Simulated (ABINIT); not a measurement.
Records of electronic-structure calculations.

```
! title: CdS (Hawleyite): G0W0 with ABINIT, start to end
! method: RPA screening on PBE with spin-orbit coupling, plane waves, norm-conserving pseudopotentials (and 2 further levels or steps)
! program: ABINIT 10.8.3
! settings: cutoff 47 Ha, PseudoDojo fully relativistic 0.4 standard, norm-conserving, ngkpt (4, 4, 4), nband 94, ecuteps 3.6 Ha, shiftk (0, 0, 0), symchi 1, awtr 1, frequency ppm, 4×4×4 k-mesh
! cost: 5 runs, 6.1 min in all on 4 MPI ranks of Arm Neoverse V2, shared host
! notes: The program’s warnings: Neglecting <n,k|[Vnl,iqr]|m,k>. The cell and positions come from the Crystallography Open Database and are kept as given unless a step says otherwise. Limits: screening head approximate. The 4×4×4 mesh is coarse for this cell, which bears on the long-range parts of exchange and screening.
! PBE gap: 1.13 eV, direct
! G0W0 gap on the mesh: 2.02 eV
! GW settings: 4×4×4 mesh, 94 bands, screening to 98 eV, Godby-Needs plasmon pole
! known limits: short of the basis limit; screening head approximate; coarse k mesh
CELL_PARAMETERS angstrom
0.00000 2.91650 2.91650
2.91650 0.00000 2.91650
2.91650 2.91650 0.00000
ATOMIC_POSITIONS crystal
Cd 0.00000 0.00000 0.00000
S 0.25000 0.25000 0.25000
```

[Long decimals in the printed logs are rounded to 6 places.]

[Logs are printed without paths, hosts, clocks, repeated set-up lines and the standing remarks that a program may print on its own settings, such as how far it seeks lower states.]

[Paths, hosts, dates, memory and timing lines, banners, echoed tables and standing remarks are left out of the program output; an Ansatz launch command may be rebuilt from the run's recorded settings. Measured values are a selection of at most five: reports struck by readers or far from the other reports are left out. None is set beside runs whose start may be inverted or whose files or cutoffs have a known fault.]

[Runs of the session that timed out or met a known fault of the program may be left out.]

[Hosts, paths, dates, database ids (printed as entryN), source tags and the programs' standing remarks are cut or masked in the printed files.]

[G0W0 gaps are taken among the corrected bands and points alone; a level outside them can change the order at an edge.]

[Where Ansatz stands beside ABINIT at settings called matched, ABINIT's density can come from a denser mesh and the files from another edition; pairs whose starting gaps differed by over 0.03 eV were left out, so agreement reads better than it is.]
